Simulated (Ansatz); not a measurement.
# SiTe2 monolayer (1T) under biaxial strain in the plane of the sheet, part 2 of 3

Wanted: the shifts of the zone-centre modes of SiTe2 monolayer (1T) with strain.

Ansatz 0.2.0; DFT PBEsol, scalar-relativistic, plane waves, PAW; PAW set soft_1.

So far: Starting point; Relaxation.

## (2) Relaxation (continued)

Valence density in the ac plane at fractional y = 0.000, with atoms of Si within 0.2 Å of it. It is the smooth field of the valence electrons, not physical close to the nuclei.

Ten even steps from '_' (0.00 e/Å³) to '@' (0.36 e/Å³), each cell a mean:
```
____________________________
____________________________
____________________________
____________________________
____________________________
____________________________
____________________________
____________________________
____________________________
____________________________
____________________________
____________________________
____________________________
__________..........________
..::::--++##@@@@%%**++--::::
**##%%%%##**********##%%%%##
**##%%%%##**++++****##%%%%##
::::--==++##@@@@@@##++--::::
________............________
____________________________
____________________________
____________________________
____________________________
____________________________
```
Columns run along a (3.7 Å), rows up along c (30.4 Å). Atoms in or near the plane, at fractional coordinates: Si at (0.00, 0.33).

## (3) Tight relaxation

Phonons need small forces and stress, so the relaxation is finished with tight tolerances on 15×15×1 k points.

File input.yaml:

```yaml
crystal:
  lattice:
    - [3.7393830388, 0.0, 0.0]
    - [-1.8696915194, 3.2384007061, 0.0]
    - [0.0, 0.0, 30.424]
  atoms:
    - { symbol: Si, position: [0.0, 0.0, 0.328687878] }
    - { symbol: Te, position: [0.3333333333, 0.6666666667, 0.3818254995] }
    - { symbol: Te, position: [0.6666666667, 0.3333333333, 0.2755502565] }
  periodic: [true, true, false]
kpoints:
  mp_grid: { grid: [15, 15, 1] }
hamiltonian:
  xc: pbesol
  pseudopotentials: { kind: paw, azcp: { folder: soft_1 }, xc_functional: pbe }
scf:
  occupations: { method: methfessel_paxton, width: 0.2 }
output:
  forces: true
  stress: true
  eigenvalues: true
  write_density: true
  write_potential: true
  elf: true
  volumetric_format: npy
relax:
  adjacent_minimum: "off"
  f_tol: 0.001
  max_steps: 60
  cell: { stress_2d_tol: 0.002 }
```

Run with:

```bash
> ansatz run input.yaml --threads 8 --pin off --max-ram 16384MiB --backend cpu --events-out ev --progress --plain --runs-dir out
```

Numbers of over 12 decimals in the logs are rounded to 6 here.

Log:

```text
[...]
Crystal: 3 atoms, lattice volume = 368.423 Å³
Basis set: ecut = 420 eV, 7265 PW (Γ), exchange–correlation on 50×50×432 points (8 copies of the dense FFT grid, shifted against one another)
Bands: 22, of which v1, the nominal top of the filled ones, is band 18 counted from 1 (17 counted from 0)
Symmetry: 12 space group operations
[...]
k-points: 27 of 225
[...]
° read free of the cell's end (the report's vacuum.weakly_bound_levels)
--- Relaxed structure (3 steps of the walk, 2 accepted, 1 SCFs on fresh bases) ---
[...]
cell:  # Å, volume = 368.4670 Å³
    - [3.739606, 0.0, 0]
    - [-1.869803, 3.238594, 0]
    - [0, 0, 30.424]
  atoms:
    - { symbol: Si, position: [0, 0, 0.328688] }
    - { symbol: Te, position: [0.333333, 0.666667, 0.381814] }
    - { symbol: Te, position: [0.666667, 0.333333, 0.275562] }
[key lines of the parts left out:]
SCF converged after 10 iterations
Free energy (F): -14424.566729 eV
Fermi energy:    -4.859965 eV
P = ½ c Tr σ = 0.0016 N/m
```

Run time: 8.5 s. Hardware: 8 threads of Arm Neoverse V2, shared host; peak memory 0.93 GiB; 60 s of CPU time.

Little changed from the start: no atom moved by 0.005 Å and no cell edge by 0.1 %.

Valence density in the ac plane at fractional y = 0.333, with atoms of Te within 0.2 Å of it. It is the smooth field of the valence electrons, not physical close to the nuclei.

Ten steps, logarithmic in the rise over the least value, from '_' (0 e/Å³) to '@' (10 e/Å³), each cell a mean:
```
____________________________
____________________________
____________________________
____________________________
____________________________
____________________________
____________________________
____________________________
____________________________
____________________________
____________________________
____________________________
____________________________
____________________________
::------::::....______....::
::--------::......__......::
::::::::::::--==++**++==----
::......::--==##@@@@@@##++--
____________....::::::::....
____________________________
____________________________
____________________________
____________________________
____________________________
```
Columns run along a (3.7 Å), rows up along c (30.4 Å). Atoms in or near the plane, at fractional coordinates: Te at (0.67, 0.28).

Electrostatic potential energy in the ac plane at fractional y = 0.333, with atoms of Te within 0.2 Å of it. With pseudopotentials it is smooth inside the atoms' cores, unlike the true potential.

Ten even steps from '0' (-14 eV) to '9' (0 eV), each cell a mean:
```
99999999999999
99999999999999
99999999999999
99999999999999
99999999999999
99999999999999
99999999999999
99999999999999
99999999999999
99999999999999
99999999999999
99999999999999
99999999999999
99999999999999
53224678999887
54334678888877
55555543222234
57886200355001
99999987666778
99999999999999
99999999999999
99999999999999
99999999999999
99999999999999
```
Columns run along a (3.7 Å; values clipped at the 3rd and 97th percentile), rows up along c (30.4 Å). Atoms in or near the plane, at fractional coordinates: Te at (0.67, 0.28).

ELF in the ac plane at fractional y = 0.333, with atoms of Te within 0.2 Å of it. It is the smooth field of the valence electrons, not physical close to the nuclei.

Ten even steps from '0' (0.00) to '9' (0.72), each cell a mean:
```
00000000000000
00000000000000
00000000000000
00000000000000
00000000000000
00000000000000
00000000000000
00000000000000
00000000000000
00000000000000
00000000000000
00000000000000
00000000000000
45665320000012
88888753101246
79998631100125
76556765544567
74236864212367
41013689999997
00000011222210
00000000000000
00000000000000
00000000000000
00000000000000
```
Columns run along a (3.7 Å), rows up along c (30.4 Å). Atoms in or near the plane, at fractional coordinates: Te at (0.67, 0.28).

The largest force component left is 0.16 meV/Å, within the tolerances set.

## (4) Modes at rest

Phonons follow from the second derivative of the energy, found here by linear response.

The modes at rest are the reference of the series.

input.yaml, the sections that differ from step 3:

```yaml
crystal:
  lattice:
    - [3.7396058904, 0.0, 0.0]
    - [-1.8698029452, 3.2385937012, 0.0]
    - [0.0, 0.0, 30.424]
  atoms:
    - { symbol: Si, position: [0.0, 0.0, 0.328687878] }
    - { symbol: Te, position: [0.3333333333, 0.6666666667, 0.3818136201] }
    - { symbol: Te, position: [0.6666666667, 0.3333333333, 0.2755621359] }
  periodic: [true, true, false]
output:
  eigenvalues: true
phonons:
  method: dfpt
# kpoints, hamiltonian, scf: as in step 3
# relax: removed
```

Log:

```text
Warning: crystal.symmetry: narrowed to the stabiliser of the run's FFT grids — unitary ops 12 → 6. A phonons.method: dfpt run fills in the rows of the dynamical matrix that it does not solve by its symmetry operations, which is exact only for operations that map its FFT grids onto themselves: filled in by any other, the frequencies could depend on the order in which like atoms are typed, or, by more than the grids' own error, on where the crystal sits among the grids' points. Excluded: 6 operations. The run can therefore solve more perturbations, solve them on more k-points, or both, and cost more. [rest of the remark cut]
[...]
Crystal: 3 atoms, lattice volume = 368.467 Å³
Basis set: ecut = 420 eV, 7265 PW (Γ), exchange–correlation on 50×50×432 points (8 copies of the dense FFT grid, shifted against one another)
Bands: 22, of which v1, the nominal top of the filled ones, is band 18 counted from 1 (17 counted from 0)
Symmetry: 12 space group operations
k-points: 64 of 225 (irreducible under 2 space group operations, time reversal used)
[...]
SCF iter  10: F=-14424.566729 eV  HF=-14424.566729 eV  |F-HF|=5.46e-11  |Δ(HF+E_count)|=  7.13e-10  S|Δr|=    0.00e0  Δρ=7.17e-9  dr2=2.19e-13  ethr=1.00e-12  ⟨swp⟩=15.1  Hψ=11103  notcnv=0
SCF 1 converged in 10 iterations: F = -14424.566729 eV  dr2 = 2.19e-13
[...]
DFPT response loops at Γ: preconditioner auto → none (partly filled bands, converged f_vac=0.751); β = 0.50; Broyden in place of MSR1
SCF converged after 10 iterations
[...]
Free energy (F): -14424.566729 eV
[...]
Internal energy: -14424.566281 eV  (E = F + TS)
E sigma→0 (E₀):  -14424.566617 eV
Entropy (-TS):   -0.000447 eV (-0.149 meV/atom)
Fermi energy:    -4.859964 eV
[...]
--- Band table (eV; the first three rows and the last of 64) ---
  k-point 0: bands = [... 14 lower, -5.3600, -5.3600, -4.7730, -4.7730, -3.3429, -1.6592, -1.4910, -1.4910]
  k-point 1: bands = [... 14 lower, -6.0556, -5.6380, -5.0905, -4.6325, -2.9252, -1.7235 (-1.7235°), -1.4204, -1.2243]
  k-point 2: bands = [... 14 lower, -6.7500, -6.1105, -5.8748, -4.5621, -2.8143, -1.7509, -1.1867, -0.5988]
  k-point 63: bands = [... 14 lower, -8.8249, -7.9620, -6.9438, -5.7491, -3.6765, -1.8115, -0.3724, 0.2347]
  ° read free of the cell's end (the report's vacuum.weakly_bound_levels)
--- Phonons (Γ-DFPT): 6 representative perturbations + reference, on 64 of 225 k-points (Σ response iterations 22) ---
  ASR residual: 2.633e-5 → 0.000e0 eV/Å²; symmetrization residual: 1.152e-5 eV/Å²
  The last average, over the group as it would stand without the narrowing to the FFT grids, took up to 8.225e-7 eV/Å² of the zone centre's force constants
  ASR residual per site (eV/Å²): 2.16e-5 2.63e-5 2.45e-5
  Γ frequencies (cm⁻¹): 0.00 0.00 0.00 82.48 82.48 147.52 205.99 205.99 304.25
  non-analytic LO–TO correction: not included (Born effective charges unavailable; polar crystals: no LO–TO splitting at Γ)
```

Run time: 41 s. Hardware: 8 threads; peak memory 2 GiB.

Numbers from this step:

- sum-rule residual before enforcement: 2.63e-5 eV/Å²
- point group: -3m
- highest optical mode at the zone centre (no LO-TO term): 304.2 cm⁻¹
- lowest optical zone-centre mode: 82.48 cm⁻¹

Patterns of degenerate modes are one choice out of their space. The modes at Γ (shares of kinetic energy by element, %):

```
mode  frequency (cm⁻¹)  symmetry  Si %  Te %
   1               0.0  acoustic    10    90
   2               0.0  acoustic    10    90
   3               0.0  acoustic    10    90
   4              82.5        Eg     0   100
   5              82.5        Eg     0   100
   6             147.5       A1g     0   100
   7             206.0        Eu    90    10
   8             206.0        Eu    90    10
   9             304.2       A2u    90    10
```

Displacements in mode 4 (82.5 cm⁻¹), the largest set to 1:
```
Si1  0.00  0.00  0.00
Te2  0.13  1.00  0.00
Te3 -0.13 -1.00  0.00
```

Displacements in mode 9 (304.2 cm⁻¹), the largest set to 1:
```
Si1  0.00  0.00  1.00
Te2  0.00  0.00 -0.11
Te3  0.00  0.00 -0.11
```

Before it was imposed, the acoustic sum rule was missed by 2.6e-5 eV/Å². Small misses are needed for a sound result but don't prove that mesh and cutoff are converged. The lowest optical mode is real, 82.5 cm⁻¹.

## (5) A member of the series: biaxial strain of +5 % in the plane of the sheet

The cell takes a biaxial strain of +5 % in the plane of the sheet. The cell is held, and the atoms relax in it.

input.yaml, the sections that differ from step 4:

```yaml
crystal:
  lattice:
    - [3.9265861849, 0.0, 0.0]
    - [-1.9632930925, 3.4005233863, 0.0]
    - [0.0, 0.0, 30.424]
  atoms:
    - { symbol: Si, position: [0.0, 0.0, 0.328687878] }
    - { symbol: Te, position: [0.3333333333, 0.6666666667, 0.3806508528] }
    - { symbol: Te, position: [0.6666666667, 0.3333333333, 0.2767249032] }
  periodic: [true, true, false]
output:
  forces: true
  stress: true
  eigenvalues: true
relax:
  adjacent_minimum: "off"
  f_tol: 0.001
  max_steps: 60
# kpoints, hamiltonian, scf: as in step 4
# phonons: removed
```

Log:

```text
[...]
--- Relaxed structure (5 steps of the walk, 4 accepted, 0 SCFs on fresh bases) ---
  F+E_penalty+E_count = -14424.40479593 eV   max|allowed force component| = 9.448e-6 eV/Å
  cell:  # Å, volume = 406.2349 Å³
    - [3.926586, 2.886749374111279e-11, 0.0]
    - [-1.963293, 3.400523, 0.0]
    - [0.0, 0.0, 30.424]
  atoms:
    - { symbol: Si, position: [0, 0, 0.328687878] }
    - { symbol: Te, position: [0.333333, 0.666667, 0.380362] }
    - { symbol: Te, position: [0.666667, 0.333333, 0.277014] }
[key lines of the parts left out:]
SCF converged after 4 iterations
Free energy (F): -14424.404796 eV
Fermi energy:    -5.324111 eV
P = ½ c Tr σ = -3.8067 N/m
```

Run time: 9.6 s. Hardware: 8 threads; peak memory 0.94 GiB; 65 s of CPU time.

Step by step:

```
step  energy less that of the first step (eV)  largest force component (eV/Å)
   1                                   0.0000                          0.0780
   2                                   0.0021                          0.1594
   3                                  -0.0007                          0.0017
   4                                  -0.0007                          0.0018
   5                                  -0.0007                          0.0000
```

Relaxation step 2 was tried and not accepted.

The run keeps the 12 symmetry operations that it works with, so distortions that break them were not tested.

The relaxed structure:

```xyz
3
Lattice="3.9266 0.0000 0.0000 -1.9633 3.4005 0.0000 0.0000 0.0000 30.4240" Properties=species:S:1:pos:R:3
Si    0.0000    0.0000   10.0000
Te    0.0000    2.2670   11.5721
Te    1.9633    1.1335    8.4279
```

This step gave:

```yaml
area_per_atom: 4.451 Å²
```

The largest force component left is 0.0094 meV/Å.

## (6) Modes of this member: biaxial strain of +5 % in the plane of the sheet

The zone-centre modes follow for biaxial strain of +5 % in the plane of the sheet.

input.yaml, the sections that differ from step 5:

```yaml
crystal:
  lattice:
    - [3.9265861849, 0.0, 0.0]
    - [-1.9632930925, 3.4005233863, 0.0]
    - [0.0, 0.0, 30.424]
  atoms:
    - { symbol: Si, position: [0.0, 0.0, 0.328687878] }
    - { symbol: Te, position: [0.3333333333, 0.6666666667, 0.3803617585] }
    - { symbol: Te, position: [0.6666666667, 0.3333333333, 0.2770139975] }
  periodic: [true, true, false]
output:
  eigenvalues: true
phonons:
  method: dfpt
# kpoints, hamiltonian, scf: as in step 5
# relax: removed
```

Log:

```text
[...]
Crystal: 3 atoms, lattice volume = 406.235 Å³
Basis set: ecut = 420 eV, 8069 PW (Γ), exchange–correlation on 54×54×432 points (8 copies of the dense FFT grid, shifted against one another)
Bands: 22, of which v1, the nominal top of the filled ones, is band 18 counted from 1 (17 counted from 0)
Symmetry: 12 space group operations
k-points: 64 of 225 (irreducible under 2 space group operations, time reversal used)
[...]
SCF iter  10: F=-14424.404796 eV  HF=-14424.404796 eV  |F-HF|=2.55e-11  |Δ(HF+E_count)|=  4.87e-10  S|Δr|=    0.00e0  Δρ=7.14e-9  dr2=1.23e-13  ethr=1.00e-12  ⟨swp⟩=14.1  Hψ=10515  notcnv=0
SCF 1 converged in 10 iterations: F = -14424.404796 eV  dr2 = 1.23e-13
[...]
SCF converged after 10 iterations
[...]
Free energy (F): -14424.404796 eV
[...]
Internal energy: -14424.405184 eV  (E = F + TS)
E sigma→0 (E₀):  -14424.404893 eV
Entropy (-TS):   0.000389 eV (0.130 meV/atom)
Fermi energy:    -5.324119 eV
[...]
--- Band table (eV; the first three rows and the last of 64) ---
  k-point 0: bands = [... 14 lower, -6.0101, -6.0101, -5.4308, -5.4308, -4.3717, -2.6914, -2.0989, -2.0989]
  k-point 1: bands = [... 14 lower, -6.4743, -6.2501, -5.6989, -5.2895, -3.9354, -2.4191, -2.1416, -2.0365]
  k-point 2: bands = [... 14 lower, -6.6637, -6.4792, -6.2871, -5.1690, -3.5634, -2.4483, -1.8301, -1.4274]
  k-point 63: bands = [... 14 lower, -8.8141, -7.9459, -6.7908, -5.7355, -4.0253, -1.9698, -0.7674, -0.3326]
[...]
ASR residual: 2.068e-5 → 0.000e0 eV/Å²; symmetrization residual: 1.308e-5 eV/Å²
[...]
ASR residual per site (eV/Å²): 2.07e-5 1.05e-5 7.78e-6
  Γ frequencies (cm⁻¹): 0.00 0.00 0.00 71.61 71.61 137.99 183.91 183.91 305.09
[...]
```

The job ended after 49 s (8 threads; peak memory 2.2 GiB; 6 min of CPU time).

Numbers from this step:

* sum-rule residual before enforcement: 2.07e-5 eV/Å²
* highest optical mode at the zone centre (no LO-TO term): 305.1 cm⁻¹
* lowest optical zone-centre mode: 71.61 cm⁻¹

Patterns of degenerate modes are one choice out of their space. The modes at Γ (shares of kinetic energy by element, %):

```
mode  frequency (cm⁻¹)  symmetry  Si %  Te %
   1               0.0  acoustic    10    90
   2               0.0  acoustic    10    90
   3               0.0  acoustic    10    90
   4              71.6        Eg     0   100
   5              71.6        Eg     0   100
   6             138.0       A1g     0   100
   7             183.9        Eu    90    10
   8             183.9        Eu    90    10
   9             305.1       A2u    90    10
```

Displacements in mode 4 (71.6 cm⁻¹), the largest set to 1:
```
Si1  0.00  0.00  0.00
Te2 -0.11 -1.00  0.00
Te3  0.11  1.00  0.00
```

Displacements in mode 7 (183.9 cm⁻¹), the largest set to 1:
```
Si1  0.29  1.00  0.00
Te2 -0.03 -0.11  0.00
Te3 -0.03 -0.11  0.00
```

The lowest optical mode is real, 71.6 cm⁻¹, and the highest lies at 305.1 cm⁻¹.

## (7) Relaxation of a member: biaxial strain of -3 % in the plane of the sheet

The cell takes a biaxial strain of -3 % in the plane of the sheet. The cell is held, and the atoms relax in it.

input.yaml, the sections that differ from step 6:

```yaml
crystal:
  lattice:
    - [3.6274177137, 0.0, 0.0]
    - [-1.8137088568, 3.1414358902, 0.0]
    - [0.0, 0.0, 30.424]
  atoms:
    - { symbol: Si, position: [0.0, 0.0, 0.328687878] }
    - { symbol: Te, position: [0.3333333333, 0.6666666667, 0.3824302711] }
    - { symbol: Te, position: [0.6666666667, 0.3333333333, 0.2749454849] }
  periodic: [true, true, false]
output:
  forces: true
  stress: true
  eigenvalues: true
relax:
  adjacent_minimum: "off"
  f_tol: 0.001
  max_steps: 60
# kpoints, hamiltonian, scf: as in step 6
# phonons: removed
```

Log:

```text
[...]
Crystal: 3 atoms, lattice volume = 346.691 Å³
Basis set: ecut = 420 eV, 6653 PW (Γ), exchange–correlation on 50×50×432 points (8 copies of the dense FFT grid, shifted against one another)
Bands: 22, of which v1, the nominal top of the filled ones, is band 18 counted from 1 (17 counted from 0)
Symmetry: 12 space group operations
[...]
--- Relaxed structure (4 steps of the walk, 3 accepted, 0 SCFs on fresh bases) ---
  F+E_penalty+E_count = -14424.49454998 eV   max|allowed force component| = 2.049e-4 eV/Å
  cell:  # Å, volume = 346.6906 Å³
    - [3.627418, -2.886744796552402e-11, 0.0]
    - [-1.813709, 3.141436, 0.0]
    - [0.0, 0.0, 30.424]
  atoms:
    - { symbol: Si, position: [0, 0, 0.328688] }
    - { symbol: Te, position: [0.333333, 0.666667, 0.382757] }
    - { symbol: Te, position: [0.666667, 0.333333, 0.274618] }
[key lines of the parts left out:]
SCF converged after 3 iterations
Free energy (F): -14424.494550 eV
Fermi energy:    -4.526335 eV
P = ½ c Tr σ = 3.3989 N/m
```

Wall time 7 s (8 threads); peak memory 0.84 GiB; 48 s of CPU time.

The steps of the relaxation:

```
step  energy less that of the first step (eV)  largest force component (eV/Å)
   1                                   0.0000                          0.1062
   2                                   0.0025                          0.1887
   3                                  -0.0011                          0.0002
   4                                  -0.0011                          0.0002
```

Relaxation step 2 was tried and not accepted.

Forces are held to the 12 operations that the run works with; a distortion that breaks them can't arise in this run.

Final coordinates:

```xyz
3
Lattice="3.6274 0.0000 0.0000 -1.8137 3.1414 0.0000 0.0000 0.0000 30.4240" Properties=species:S:1:pos:R:3
Si    0.0000    0.0000   10.0000
Te    0.0000    2.0943   11.6450
Te    1.8137    1.0471    8.3550
```

This step gave:

* area per atom: 3.798 Å²

The largest force component left is 0.20 meV/Å.

[end of part 2 of 3]

[Logs are printed without paths, hosts, clocks, repeated set-up lines and the standing remarks that a program may print on its own settings, such as how far it seeks lower states.]

[Hosts, paths, dates, database ids (printed as entryN), source tags and the programs' standing remarks are cut or masked in the printed files.]
